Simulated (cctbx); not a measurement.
# What is wrong with this refinement?

Cell a = 3.4920 Å, b = 3.4920 Å, c = 12.3400 Å, α = 90.00°, β = 90.00°, γ = 120.00°; space group P6_3/mmc (no. 194). The compound is BaCeB2.

The data are simulated with cctbx, not measured: Cu Kα, λ = 1.54184 Å, to d = 0.8 Å, 80 % of the full sphere, strongest reflection 20000 counts, noise from counting, a 3 % proportional error and a noise floor of 4 counts (s.d.); no absorption.

An anisotropic refinement with weights 1/σ² prints:

```text
Rint 0.027, 74 unique reflections to 0.80 A
cycle     R1     wR2    GooF  max shift (A)
   1  0.0552  0.1389   9.778   0.00000
   2  0.0364  0.0844   5.945   0.00000
final R1 0.0364 wR2 0.0844 GooF 5.945  parameters 4  data/parameter 18.5
atom        x        y        z      Ueq    occ   su(xyz)  su(Uiso or U11)
Ce1    0.00000  0.00000  0.50000   0.0099  1.000  0.00000  0.0007
Ba1    0.66667  0.33333  0.25000   0.0186  1.000  0.00000  0.0008
difference map: max 6.78 min -0.53 rms 0.49
Q1    0.3333  0.6667  0.0925    4    6.79  2.32 A from Ce1
Q2    0.0000  0.0000  0.0000    2    0.80  0.00 A from Ce1
Q3    0.0046  0.5023  0.1278   12    0.34  1.82 A from Ba1
Q4    0.3333  0.6667  0.9952    4    0.33  2.02 A from Ce1
Q5    0.1648  0.3296  0.1207   12    0.29  1.79 A from Ce1
Q6    0.0000  0.0000  0.1541    4    0.25  1.90 A from Ce1
```

Q: Accept it or mend it, and why?

Mend it. The fault: an atom left out, B at (2/3, 1/3, 0.5918). Against the right model at the same level, R1 goes from 0.0046 to 0.0364 and GooF from 0.70 to 5.95 and the top difference peak, 6.8 e/Å³, lies 2.32 Å from Ce1. Q1 is the missing atom. With scattering power missing, scale and phases suffer, so peaks may also grow on the heavy atoms.

The compound is BaCeB2. The right model at the same level gives:

```text
Rint 0.027, 74 unique reflections to 0.80 A
cycle     R1     wR2    GooF  max shift (A)
   1  0.0394  0.1115   8.024   0.03782
   2  0.0046  0.0098   0.704   0.00019
final R1 0.0046 wR2 0.0098 GooF 0.704  parameters 7  data/parameter 10.6
atom        x        y        z      Ueq    occ   su(xyz)  su(Uiso or U11)
Ce1    0.00000  0.00000  0.50000   0.0099  1.000  0.00000  0.0001
Ba1    0.66667  0.33333  0.25000   0.0188  1.000  0.00000  0.0001
B1     0.66667  0.33333  0.59169   0.0397  1.000  0.00042  0.0013
difference map: max 0.21 min -0.26 rms 0.07
Q1    0.1614  0.3228  0.1015   12    0.22  1.05 A from B1
Q2    0.1637  0.3275  0.6157   12    0.18  1.74 A from Ce1
Q3    0.3333  0.6667  0.7500    2    0.17  0.00 A from Ba1
Q4    0.0040  0.5020  0.1278   12    0.17  1.09 A from B1
Q5    0.0000  0.0000  0.2234    4    0.16  2.04 A from Ba1
Q6    0.1181  0.2361  0.5552   12    0.15  0.99 A from Ce1
```

This is a model crystal, built by substitution and not relaxed, with assumed displacement parameters.

[Middle refinement cycles are left out of these outputs.]

[Logs are printed without paths, hosts, clocks, repeated set-up lines and the standing remarks that a program may print on its own settings, such as how far it seeks lower states.]
